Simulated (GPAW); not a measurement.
# CaGaSnH (P3m1): G0W0 on several meshes in GPAW

How does the mesh move the gap of CaGaSnH (P3m1)?

Program: GPAW 26.7.0. Level of theory: LDA and many-body steps on it, plane waves. Results are calculated unless marked as measured.

## 1. The structure

The structure is trigonal, space group P3m1 (No. 156). Conventional cell: a = 4.385 Å, b = 4.385 Å, c = 4.968 Å, α = 90.00°, β = 90.00°, γ = 120.00°. Ca has 3 H at 2.54 Å nearest. Ga has 1 H at 1.73 Å and 3 Sn at 2.67 Å nearest. Sn has 3 Ga at 2.67 Å nearest. H has 1 Ga at 1.73 Å and 3 Ca at 2.54 Å nearest. Farther neighbours are not listed.

Coordinates:

```cif
data_structure
_symmetry_space_group_name_H-M 'P3m1'
_symmetry_Int_Tables_number 156
_cell_length_a 4.3852
_cell_length_b 4.3852
_cell_length_c 4.9679
_cell_angle_alpha 90.000
_cell_angle_beta 90.000
_cell_angle_gamma 120.000
_cell_volume 82.73
loop_
_atom_site_label
_atom_site_type_symbol
_atom_site_symmetry_multiplicity
_atom_site_Wyckoff_symbol
_atom_site_fract_x
_atom_site_fract_y
_atom_site_fract_z
_atom_site_occupancy
Ca1 Ca 1 b 0.33333 0.66667 0.00000 1
Ga1 Ga 1 a 0.00000 0.00000 0.61640 1
Sn1 Sn 1 c 0.66667 0.33333 0.44650 1
H1 H 1 a 0.00000 0.00000 0.96400 1
```

The cell and positions come from the Crystallography Open Database and are kept as given unless a step says otherwise.

## 2. Empty states on the mesh, 3×3×2 mesh, 288 bands

This step: GPAW 26.7.0; DFT, LDA, plane waves, PAW.

The sums over transitions need many empty states on a uniform mesh; this step solves for them.

The input, run.py:

```python
import json
import numpy as np
from gpaw.mpi import world
from gpaw import GPAW

calc = GPAW('gs.gpw').fixed_density(kpts={'size': (3, 3, 2), 'gamma': True},
    parallel={'domain': 1, 'band': 1},
    txt='nscf.txt')
calc.diagonalize_full_hamiltonian(nbands=288)
calc.write('full.gpw', mode='all')
res = {}
kpts = calc.get_ibz_k_points()
res['kpts'] = kpts
res['eigenvalues'] = [calc.get_eigenvalues(kpt=k) for k in range(len(kpts))]
res['n_electrons'] = calc.get_number_of_electrons()

if world.rank == 0:
    with open('result.json', 'w') as f:
        json.dump(res, f, default=lambda x: x.tolist())
```

On the command line:

```sh
> mpirun -n 4 gpaw python run.py
```

Numbers of over 12 decimals in the logs are rounded to 6 here.

The program printed:

```text
Diagonalizing LCAO Hamiltonian
Converting LCAO to pw mode
convergence criteria:
- Maximum integral of absolute [eigenst]ate change: 4e-08 eV^2 / valence electron
maximum number of iterations: 100

SCF iterations
|iter     |     time |      energy | eigst |  dens |
|iter:   1|  |             | +1.21 |       |
|iter:   2|  |             | +0.65 |       |
|iter:   3|  |             | +0.22 |       |
[...]
|iter:  14|  |             | -6.96 |       |
|iter:  15|  |             | -7.32 |       |
|iter:  16|  |             | -7.64c|       |
SCF steps: 16
  __  _  _
 | _ |_)|_||  |
 |__||  | ||/\| - 26.7.0

Input parameters:
  mode=PW(ecut=600.0),
  convergence={'density': 1e-06, 'bands': -3},
  gpts=array([25, 25, 30]),
  kpts=MonkhorstPack(size=(3, 3, 2), gamma=True),
  maxiter=100,
  nbands=22,
  occupations=Occupations(name='fermi-dirac', width=0.001, fixmagmom=False),
  parallel={'domain': 1, 'band': 1},
  xc=XC(name='LDA')
Matrix size: 2737x2737
# Writing to full.gpw (mode='all')
  [... matrices ...]

timing:  # [seconds]
  Total: 37.839  # ━━━━━━━━━━━━━━━━━━━━━━━━━━━━━━━━━━━━━━━━━━━━━━━━━━━━━━━━━━
```

The job ended after 43 s (4 MPI ranks of Arm Neoverse V1, shared host; peak memory 2.6 GiB; 2.9 min of CPU time).

This step gave:

```
gap                                                           : 0.1830 eV
k of the valence top                                          : 0, 0, 0.5
k of the conduction bottom                                    : 0.3333, 0.3333, 0
least direct gap                                              : 0.6255 eV
k points computed                                             : 6
lowest point of the top converged band, above the valence top : 116.6249 eV
```

On this mesh the gap is 0.183 eV.

## 3. 3×3×2

G0W0 replaces the xc potential by the self-energy, built once from these orbitals. Only a window of levels is corrected, while the sums run over the empty bands that the input names.

This step: G0W0 on LDA, plane waves, PAW.

The input, run.py:

```python
import json
import numpy as np
from gpaw.mpi import world
from gpaw.response.g0w0 import G0W0

gw = G0W0('full.gpw',
    filename='gw',
    kpts=[0, 1, 4],
    bands=(12, 16),
    ecut=39,
    nbands=45,
    integrate_gamma='WS',
    ppa=True)
gw.calculate()
res = {mode: {k: v for k, v in r.items() if k != 'sigma_eskwn'}
       for mode, r in gw.all_results.items()}

if world.rank == 0:
    with open('result.json', 'w') as f:
        json.dump(res, f, default=lambda x: x.tolist())
```

On the command line:

```sh
> mpirun -n 4 gpaw python run.py
```

The program printed:

```text
Using integrator: PointIntegrator
FrequencyGridDescriptor(from 0.000+0.000j to 0.000+27.211j eV, 2 points)
Nonperiodic BCs:  [False False False]
Using integrator: PointIntegrator
FrequencyGridDescriptor(from 0.000+0.000j to 0.000+27.211j eV, 2 points)
Nonperiodic BCs:  [False False False]
  ___  _ _ _
 |   || | | |
 | | || | | |
 |__ ||_____|
 |___|

BZ k-points: Symmetries present (total): 6

  [... matrices ...]
18 k-points: 3 x 3 x 2 Monkhorst-Pack grid + [0.000000,0.000000,1/4]
6 k-points in the irreducible part of the Brillouin zone
       k-points in crystal coordinates                weights
   0:     0.00000000    0.00000000    0.00000000          1/18
   1:     0.00000000    0.00000000    0.50000000          1/18
   2:     0.33333333    0.00000000    0.00000000          6/18
   3:     0.33333333    0.00000000    0.50000000          6/18
   4:     0.33333333    0.33333333    0.00000000          2/18
   5:     0.33333333    0.33333333    0.50000000          2/18

Distributing spins, k-points and bands (1 x 3 x 4) over 4 processes
Number of blocks: 1

Quasi particle states:
k-points (IBZ indices): [0, 1, 4]
Band range: (12, 16)
  [... matrices ...]
Computational parameters:
Plane wave cut-off: 39 eV
Number of bands: 45
Coulomb cutoff: None
Broadening: 0.1 eV

fxc modes: GW
Kernel: RPA
Using Godby-Needs plasmon-pole approximation:
  Fitting energy: i*E0, E0 = 1.000 Hartree
Summing all q:

Calculating screened Coulomb potential
No Coulomb truncation
FrequencyGridDescriptor(from 0.000+0.000j to 0.000+27.211j eV, 2 points)
Removing empty qpoint cache files...

Calculating chi0 body with:
    Ground state adapter containing:
    Number of spins: 1
    Number of kpoints: 18
    Number of irreducible kpoints: 6
    Number of completely occupied states: 14
    Number of partially occupied states: 14
    Occupied states memory: 4.005432 M / cpu

    Linear response parametrization:
    q_c: [0.0, 0.0, 0.0]
    Number of frequency points: 2
    Planewave cutoff: 39.0
    Number of bands: 45
    Number of planewaves: 53
    Broadening (eta): 1e-06
    comm.size: 4
    kncomm.size: 4
    blockcomm.size: 1

    Memory estimate of potentially large arrays:
        chi0_wGG: 0.085724 M / cpu
Integrating chi0 body.

Symmetries of q_c:
    Direct symmetries (Uq -> q): 6
    Indirect symmetries (TUq -> q): 6
In total 12 allowed symmetries.

  [... matrices ...]
6 groups of equivalent kpoints. 66.666667% reduction.

Integral kind: response function
Integrating chi0 head and wings.

Symmetries of q_c:
    Direct symmetries (Uq -> q): 6
    Indirect symmetries (TUq -> q): 6
In total 12 allowed symmetries.

  [... matrices ...]
6 groups of equivalent kpoints. 66.666667% reduction.

Integral kind: response function wings

Calculating chi0 body with:
    Ground state adapter containing:
    Number of spins: 1
    Number of kpoints: 18
    Number of irreducible kpoints: 6
    Number of completely occupied states: 14
    Number of partially occupied states: 14
    Occupied states memory: 4.005432 M / cpu

[... the further q-points ...]

Results:
f:      Occupation numbers
eps:     KS-eigenvalues [eV]
vxc:     KS vxc [eV]
exx:     Exact exchange [eV]
sigma:   Self-energies [eV]
dsigma:  Self-energy derivatives
Z:       Renormalization factors
qp:      QP-energies [eV]

k-point 0 (0): (0.000, 0.000, 0.000)                GW
band       f     eps     vxc     exx   sigma  dsigma       Z      qp
                                                                   GW
  12   1.000   4.782 -12.672 -13.096   1.245  -0.270   0.787   5.428
  13   1.000   4.782 -12.672 -13.096   1.245  -0.270   0.787   5.428
  14   0.000   6.331 -12.770  -8.212  -3.240  -0.267   0.789   7.371
  15   0.000   8.030 -14.094  -7.976  -4.176  -0.294   0.773   9.530

k-point 1 (1): (0.000, 0.000, 0.500)                GW
band       f     eps     vxc     exx   sigma  dsigma       Z      qp
                                                                   GW
  12   1.000   5.527 -13.266 -13.908   1.421  -0.260   0.794   6.145
  13   1.000   5.527 -13.266 -13.908   1.421  -0.260   0.794   6.145
[...]
k-point 2 (4): (0.333, 0.333, 0.000)                GW
band       f     eps     vxc     exx   sigma  dsigma       Z      qp
                                                                   GW
[...]
13   1.000   4.522 -12.080 -12.409   1.123  -0.277   0.783   5.144
  14   0.000   5.710 -11.871  -7.549  -3.139  -0.271   0.787   6.641
  15   0.000   7.480 -12.433  -6.652  -4.177  -0.284   0.779   8.729
```

Elapsed: 9.5 s, on 4 MPI ranks; peak memory 1.3 GiB.

Numbers from this step:

| Quantity | Value |
| --- | --- |
| G0W0 gap on the points computed | 0.4962 eV |
| least direct G0W0 gap on the computed points | 1.466 eV |
| Z at the valence top | 0.7936 |
| Z at the conduction bottom | 0.7868 |
| starting gap on the mesh | 0.1830 eV |
| k of the valence top | 0, 0, 0.5 |
| k of the conduction bottom | 0.3333, 0.3333, 0 |

The gap on the mesh goes from 0.18 eV to 0.50 eV, a correction of +0.31 eV.

## 4. Empty states on the mesh, 3×3×4 mesh, 55 bands

This step: DFT, LDA, plane waves, PAW.

The input, run.py:

```python
import json
import numpy as np
from gpaw.mpi import world
from gpaw import GPAW

calc = GPAW('gs.gpw').fixed_density(kpts={'size': (3, 3, 4), 'gamma': True},
    nbands=64,
    convergence={'bands': 55},
    txt='nscf.txt')
calc.write('full.gpw', mode='all')
res = {}
kpts = calc.get_ibz_k_points()
res['kpts'] = kpts
res['eigenvalues'] = [calc.get_eigenvalues(kpt=k) for k in range(len(kpts))]
res['n_electrons'] = calc.get_number_of_electrons()

if world.rank == 0:
    with open('result.json', 'w') as f:
        json.dump(res, f, default=lambda x: x.tolist())
```

On the command line:

```sh
> mpirun -n 4 gpaw python run.py
```

The program printed:

```text
Diagonalizing LCAO Hamiltonian
Converting LCAO to pw mode
convergence criteria:
- Maximum integral of absolute [eigenst]ate change: 4e-08 eV^2 / valence electron
maximum number of iterations: 100

SCF iterations
|iter     |     time |      energy | eigst |  dens |
|iter:   1|  |             | +3.75 |       |
|iter:   2|  |             | +2.28 |       |
|iter:   3|  |             | +1.02 |       |
[...]
|iter:   9|  |             | -6.05 |       |
|iter:  10|  |             | -7.04 |       |
|iter:  11|  |             | -7.77c|       |
SCF steps: 11
  __  _  _
 | _ |_)|_||  |
 |__||  | ||/\| - 26.7.0

Input parameters:
  mode=PW(ecut=600.0),
  convergence={'bands': 55},
  gpts=array([25, 25, 30]),
  kpts=MonkhorstPack(size=(3, 3, 4), gamma=True),
  maxiter=100,
  nbands=64,
  occupations=Occupations(name='fermi-dirac', width=0.001, fixmagmom=False),
  parallel={},
  xc=XC(name='LDA')
# Writing to full.gpw (mode='all')
  [... matrices ...]

timing:  # [seconds]
  Total: 0.057  # ━━━━━━━━━━━━━━━━━━━━━━━━━━━━━━━━━━━━━━━━━━━━━━━━━━━━━━━━━━━
```

Wall time 12 s (4 MPI ranks); peak memory 0.74 GiB; 47 s of CPU time.

Numbers from this step:

| Property | Result |
| --- | --- |
| gap | 0.1830 eV |
| k of the valence top | 0, 0, 0.5 |
| k of the conduction bottom | 0.3333, 0.3333, 0 |
| least direct gap | 0.6255 eV |
| k points computed | 10 |
| lowest point of the top converged band, above the valence top | 26.33 eV |

On this mesh the gap is 0.183 eV.

## 5. 3×3×4

This step: G0W0 on LDA, plane waves, PAW.

The input, run.py:

```python
import json
import numpy as np
from gpaw.mpi import world
from gpaw.response.g0w0 import G0W0

gw = G0W0('full.gpw',
    filename='gw',
    kpts=[0, 2, 7],
    bands=(12, 16),
    ecut=39,
    nbands=45,
    integrate_gamma='WS',
    ppa=True)
gw.calculate()
res = {mode: {k: v for k, v in r.items() if k != 'sigma_eskwn'}
       for mode, r in gw.all_results.items()}

if world.rank == 0:
    with open('result.json', 'w') as f:
        json.dump(res, f, default=lambda x: x.tolist())
```

On the command line:

```sh
> mpirun -n 4 gpaw python run.py
```

The program printed:

```text
Using integrator: PointIntegrator
FrequencyGridDescriptor(from 0.000+0.000j to 0.000+27.211j eV, 2 points)
Nonperiodic BCs:  [False False False]
Using integrator: PointIntegrator
FrequencyGridDescriptor(from 0.000+0.000j to 0.000+27.211j eV, 2 points)
Nonperiodic BCs:  [False False False]
  ___  _ _ _
 |   || | | |
 | | || | | |
 |__ ||_____|
 |___|

BZ k-points: Symmetries present (total): 6

  [... matrices ...]
36 k-points: 3 x 3 x 4 Monkhorst-Pack grid + [0.000000,0.000000,1/8]
10 k-points in the irreducible part of the Brillouin zone
       k-points in crystal coordinates                weights
   0:     0.00000000    0.00000000    0.00000000          1/36
   1:     0.00000000    0.00000000    0.25000000          2/36
   2:     0.00000000    0.00000000    0.50000000          1/36
[...]
8:     0.33333333    0.33333333    0.25000000          4/36
   9:     0.33333333    0.33333333    0.50000000          2/36

Distributing spins, k-points and bands (1 x 3 x 4) over 4 processes
Number of blocks: 1

Quasi particle states:
k-points (IBZ indices): [0, 2, 7]
Band range: (12, 16)
  [... matrices ...]
Computational parameters:
Plane wave cut-off: 39 eV
Number of bands: 45
Coulomb cutoff: None
Broadening: 0.1 eV

fxc modes: GW
Kernel: RPA
Using Godby-Needs plasmon-pole approximation:
  Fitting energy: i*E0, E0 = 1.000 Hartree
Summing all q:

Calculating screened Coulomb potential
No Coulomb truncation
FrequencyGridDescriptor(from 0.000+0.000j to 0.000+27.211j eV, 2 points)
Removing empty qpoint cache files...

Calculating chi0 body with:
    Ground state adapter containing:
    Number of spins: 1
    Number of kpoints: 36
    Number of irreducible kpoints: 10
    Number of completely occupied states: 14
    Number of partially occupied states: 14
[...]
Memory estimate of potentially large arrays:
        chi0_wGG: 0.085724 M / cpu
Integrating chi0 body.

Symmetries of q_c:
    Direct symmetries (Uq -> q): 6
    Indirect symmetries (TUq -> q): 6
In total 12 allowed symmetries.

  [... matrices ...]
10 groups of equivalent kpoints. 72.222222% reduction.

Integral kind: response function
Integrating chi0 head and wings.

Symmetries of q_c:
    Direct symmetries (Uq -> q): 6
    Indirect symmetries (TUq -> q): 6
In total 12 allowed symmetries.

  [... matrices ...]
10 groups of equivalent kpoints. 72.222222% reduction.

Integral kind: response function wings

Calculating chi0 body with:
    Ground state adapter containing:
    Number of spins: 1
    Number of kpoints: 36
    Number of irreducible kpoints: 10
    Number of completely occupied states: 14
    Number of partially occupied states: 14
    Occupied states memory: 4.005432 M / cpu

[... the further q-points ...]

Results:
f:      Occupation numbers
eps:     KS-eigenvalues [eV]
vxc:     KS vxc [eV]
exx:     Exact exchange [eV]
sigma:   Self-energies [eV]
dsigma:  Self-energy derivatives
Z:       Renormalization factors
qp:      QP-energies [eV]

k-point 0 (0): (0.000, 0.000, 0.000)                GW
band       f     eps     vxc     exx   sigma  dsigma       Z      qp
                                                                   GW
  12   1.000   4.782 -12.672 -13.150   1.286  -0.272   0.786   5.418
  13   1.000   4.782 -12.672 -13.150   1.286  -0.272   0.786   5.418
  14   0.000   6.331 -12.770  -8.339  -3.120  -0.267   0.789   7.366
[...]
k-point 1 (2): (0.000, 0.000, 0.500)                GW
band       f     eps     vxc     exx   sigma  dsigma       Z      qp
                                                                   GW
[...]
k-point 2 (7): (0.333, 0.333, 0.000)                GW
band       f     eps     vxc     exx   sigma  dsigma       Z      qp
                                                                   GW
[...]
14   0.000   5.710 -11.871  -7.488  -3.142  -0.269   0.788   6.688
  15   0.000   7.480 -12.433  -6.836  -4.009  -0.282   0.780   8.718
```

It took 17 s on 4 MPI ranks; peak memory 1.5 GiB.

This step gave:

| Property | Result |
| --- | --- |
| G0W0 gap on the points computed | 0.5505 eV |
| least direct G0W0 gap on the computed points | 1.466 eV |
| Z at the valence top | 0.7935 |
| Z at the conduction bottom | 0.7882 |
| starting gap on the mesh | 0.1830 eV |
| k of the valence top | 0, 0, 0.5 |
| k of the conduction bottom | 0.3333, 0.3333, 0 |

Against G0W0 in GPAW (3×3×2 mesh, 45 bands, screening to 39 eV, Godby-Needs plasmon pole), the gap moves by +0.054 eV.

## 6. Side by side

Times are wall times on 4 MPI ranks of Arm Neoverse V1, shared host, good to a factor of about two.

| run | mesh | bands | screening cutoff (eV) | DFT gap (eV) | gap on the mesh (eV) | direct (eV) | time |
| --- | --- | --- | --- | --- | --- | --- | --- |
| 3×3×2 | 3×3×2 | 45 | 39 | 0.183 | 0.496 | 1.466 | 9.5 s |
| 3×3×4 | 3×3×4 | 45 | 39 | 0.183 | 0.550 | 1.466 | 17 s |

## 7. Outcome

```yaml
3x3x2: 0.496 eV
3x3x4: 0.550 eV
known_limits: not at the basis limit; no spin-orbit coupling; coarse k mesh
```

3×3×4: +0.054 eV against 3×3×2. Bands and cutoff are finite, so the gap is not at the basis limit. The miss can reach some tenths of an eV and take either sign; the mesh is an error of its own. These stock PAW sets were not made for GW; the filled d or f shell of Ga lies in the frozen core, which bears on start and correction. In the G0W0 runs levels were corrected at 3 k points alone, so a gap called «on the mesh» is the least over those, and an edge elsewhere would be missed. The 3×3×2 mesh is coarse for this cell, which bears on the long-range parts of exchange and screening. Mesh or cutoff lie under what a gap needs, so these runs test behaviour and cost; their gaps are not to be quoted. The many-body steps are scalar-relativistic: spin-orbit coupling is not in them.

[Paths, hosts, dates, memory and timing lines, banners, echoed tables and standing remarks are left out of the program output.]

[Logs are printed without paths, hosts, clocks, repeated set-up lines and the standing remarks that a program may print on its own settings, such as how far it seeks lower states.]

[Runs of the session that timed out or met a known fault of the program may be left out.]

[Hosts, paths, dates, database ids (printed as entryN), source tags and the programs' standing remarks are cut or masked in the printed files.]
